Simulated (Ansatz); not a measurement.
# Where V_B puts its levels in the gap of BP (F-43m), part 2 of 2

Aim: at which Fermi levels does V_B in BP (F-43m) change its charge? The model is a cell of 24 host atoms with 1 B taken out.

Ansatz; place-levels on r2SCAN runs: charge-transition levels and formation energies with image-charge correction and potential alignment at the atomic sites; PAW set soft_1.

So far: The structure; The runs of each charge state; Levels against the band edges, r2SCAN.

## (3) Levels against the band edges, r2SCAN (continued)

Levels between the charges placed, in eV above the valence top:

```csv
,gap (eV),(+1/0),(0/−1),(−1/−2),(−2/−3)
r2SCAN,1.40,-0.09,0.76,1.55,1.41
```

Corrections by state:

```csv
charge,moment (μB),image terms and alignment (eV),band filling (eV),ε used,"over the lowest of its charge, as the program ranks them, band filling apart (eV)"
+1,0.0,-0.221,-,9.42,0.000
0,1.0,0.000,-,-,0.000
−1,0.0,0.789,-,9.42,0.000
−2,1.0,2.006,-0.202,9.42,0.000
−3,0.0,3.774,-1.438,9.42,0.000
+1,2.0,-0.250,-,9.42,0.414
−1,2.0,0.737,-,9.42,0.367
−3,2.0,3.634,-,9.42,0.393
```

The charged structures listed were also run neutral, and place-levels reads from each pair, by the potential or the spins, how wide the charge is by which they differ; that can be the carrier of either run.

```csv
charge,rms radius (Å),spread where it is widest against the cell (Å),wide from (Å),reading
+1,2.0,1.62,1.36,wide
−1,2.4,2.12,1.36,wide
−2,2.0,1.61,1.36,wide
−3,2.1,1.57,1.36,wide
```

The neutral runs of these pairs need not share the spin of the lowest neutral state, and very wide values only mean spread over the cell.

From the program's caveats on the states, each cut to its opening words:

- charge +1, −2 (1 μB), −3: it parts from the run at its places by a charge that spreads by about 1.6 Å along one vector (1.4 Å or more is wide), by its potential at epsilon 9.31, taken [...]
- charge +1: its alignment with the host at atomic sites is doubtful: the mean over the far sites moves by -0.1128 eV from their farther parts to their nearer, more than [...]
- charge 0 (1 μB): its moments are held at its close (magnetization.spin_locking), by a field of 0.079 eV a Bohr magneton, and its energy and levels are of the state that this [...]
- charge 0 (1 μB), −2 (1 μB), +1 (2 μB), −1 (2 μB), −3 (2 μB): flagged: stability check not made
- charge −1: it parts from the run at its places by a charge that spreads by about 2.1 Å along one vector (1.4 Å or more is wide), by its potential at epsilon 9.31, taken [...]
- charge −1: the host's ions (past the first shell or, of a walk that freed a part, those that it held) aren't shown at rest: they stand up to 0.057 Å off their sites, 1.51 [...]
- charge −1: the far atoms show a dipole or second moment of the defect's charge, for which the correction takes or leaves out 0.051 eV: further moments aren't read, and [...]
- charge −2 (1 μB): a band-filling correction moves a carrier to the host's band edge, which changes its energy by -0.202 eV
- charge −2 (1 μB): its alignment with the host at atomic sites is doubtful: the mean over the far sites moves by +0.1449 eV from their farther parts to their nearer, more than [...]
- charge −2 (1 μB): its moments are held at its close (magnetization.spin_locking), by a field of 0.285 eV a Bohr magneton, and its energy and levels are of the state that this [...]
- charge −3: a band-filling correction moves a carrier to the host's band edge, which changes its energy by -1.438 eV
- charge −3: its alignment with the host at atomic sites is doubtful: the mean over the far sites moves by +0.1938 eV from their farther parts to their nearer, more than [...]
- charge +1 (2 μB): it parts from the run at its places by a charge that spreads by about 1.8 Å along one vector (1.4 Å or more is wide), by its potential at epsilon 9.31, taken [...]
- charge +1 (2 μB): the host's ions (past the first shell or, of a walk that freed a part, those that it held) aren't shown at rest: they stand up to 0.034 Å off their sites, 2.65 [...]

Chemical potentials of the elements' reference phases, run alike. Formation energies (elemental references), with the Fermi level at the valence top and at the conduction bottom (gap 1.40 eV):

```csv
charge,at valence top (eV),at conduction bottom (eV),correction included (eV)
+1,3.82,5.22,-0.22
0,3.74,3.74,0.00
−1,4.49,3.10,0.79
−2,6.04,3.25,1.80
−3,7.46,3.27,2.34
```

Fermi level (eV), lowest formation energy (eV) and a bar from the least value:
```
     0.00       3.74 ##############################
     0.13       3.74 ##############################
     0.25       3.74 ##############################
     0.38       3.74 ##############################
     0.51       3.74 ##############################
     0.63       3.74 ##############################
     0.76       3.73 ##############################
     0.89       3.61 ########################
     1.02       3.48 ##################
     1.14       3.35 ############
     1.27       3.23 ######
     1.40       3.10
```

## (4) The same at the relaxations' own k-points

The relaxations' own energies give the levels at their sampling, for comparison.

Input file levels.relax_mesh.yaml:

```yaml
host:
  run: host.relax.run
states: [qm3.relax.run, qm2_M1.relax.run, qm1.relax.run, q0_M1.relax.run, qp1.relax.run, qm3_M2.relax.run, qm1_M2.relax.run, qp1_M2.relax.run]
chemical_potentials:
  B:
    energy: -156.554104
    dataset: <sha256 of the dataset>
```

The run is started by

```sh
$ ansatz place-levels levels.relax_mesh.yaml -- --threads 4 --pin off --max-ram 7536MiB
```

Log:

```text
(+1/0) 0.075 eV above the valence edge, 1.316 eV under the conduction edge
(0/-1) 0.759 eV above the valence edge, 0.631 eV under the conduction edge
[...]
formation energy of charge +1: +3.994 eV with the Fermi level at the valence edge
formation energy of charge 0: +4.069 eV with the Fermi level at the valence edge
formation energy of charge -1: +4.828 eV with the Fermi level at the valence edge
formation energy of charge -2: +6.297 eV with the Fermi level at the valence edge
formation energy of charge -3: +7.688 eV with the Fermi level at the valence edge
  edges by r2scan, gap 1.390 eV; the host is sampled to repeats of 12.83 Å
[... the lines on each state left out ...]
```

Run time: 0.19 s. Hardware: 4 threads of Arm Neoverse V1, shared host.

Levels between neighbouring charges, in eV above the valence top:

```csv
,gap (eV),(+1/0),(0/−1),(−1/−2),(−2/−3)
a 2×2×2 shifted mesh,1.39,0.07,0.76,1.47,1.39
a 3×3×3 Γ-centred mesh,1.40,-0.09,0.76,1.55,1.41
```

Going from a 2×2×2 shifted mesh to a 3×3×3 Γ-centred mesh moves the levels that carry no band-filling term by up to 0.16 eV and formation energies against the elements by up to 0.33 eV; band-filling terms, which differ between samplings, are in these energies.

## (5) What came out

- gap of the host: 1.40 eV (r2SCAN)
- level (plus 1/0): 0.09 eV below the valence top
- level (0/minus 1): 0.76 eV above the valence top
- level (minus 1/minus 2): 1.55 eV above the valence top, past the conduction bottom, not a change between lowest states (1.75 eV above the valence top without the band-filling term)
- level (minus 2/minus 3): 1.41 eV above the valence top, past the conduction bottom, not a change between lowest states (2.65 eV above the valence top without the band-filling term)
- lowest of the charges placed, just above the valence top (0.02 eV): 0
- lowest of the charges placed, just below the conduction bottom (0.02 eV): −1
- lowest formation energy at mid-gap of the charges run, elemental references: 3.74 eV

**Reading.** Of the charges placed (−3, −2, −1, 0 and +1), the lowest changes at 0.76 eV (0/−1) above the valence top, in a gap of 1.40 eV. (0/−1) lies nearer to a band edge than the share of the finite-size correction in it (0.79 eV), and that correction holds for a localised charge alone. (+1/0) lies 0.09 eV from a band edge, less than the doubt on such levels. States placed: +1 at 0 μB and 2 μB; 0 at 1 μB; −1 at 0 μB and 2 μB; −2 at 1 μB; −3 at 0 μB and 2 μB. Other spin states or structures, where not listed, weren't placed. The program finds carriers beyond a band edge of the host and adds a band-filling term at charge −3 (-1.44 eV) and −2 (-0.20 eV); steps to such a charge show no bound level, and a defect level inside a band would be read the same way. Corrections reach 3.8 eV, so the cell is small for these charges and their levels are rough. Going from a 2×2×2 shifted mesh to a 3×3×3 Γ-centred mesh moves the levels that carry no band-filling term by up to 0.16 eV and formation energies against the elements by up to 0.33 eV; band-filling terms, which differ between samplings, are in these energies. The program doubts the alignment of potentials for at least one state, a sign that the cell is small. Keep in mind: the images are only 6.4 Å apart; r2SCAN makes the gap too small and tends to spread out bound carriers; force components of up to 0.41 eV/Å remain in a run at the final settings.

[Logs are printed without paths, hosts, clocks, repeated set-up lines and the standing remarks that a program may print on its own settings, such as how far it seeks lower states.]

[Hosts, paths, dates, database ids (printed as entryN), source tags and the programs' standing remarks are cut or masked in the printed files.]

[Where a table of states has a column of steps, it counts the stored structures, which are thinned; the runs took as many ionic steps or more.]

[A defect's name tells the site on which it was built; relaxed atoms can leave that site.]

[For some hosts the program warned that the k-mesh of the response run may be too coarse for force constants and the static dielectric constant; such warnings are not shown here.]
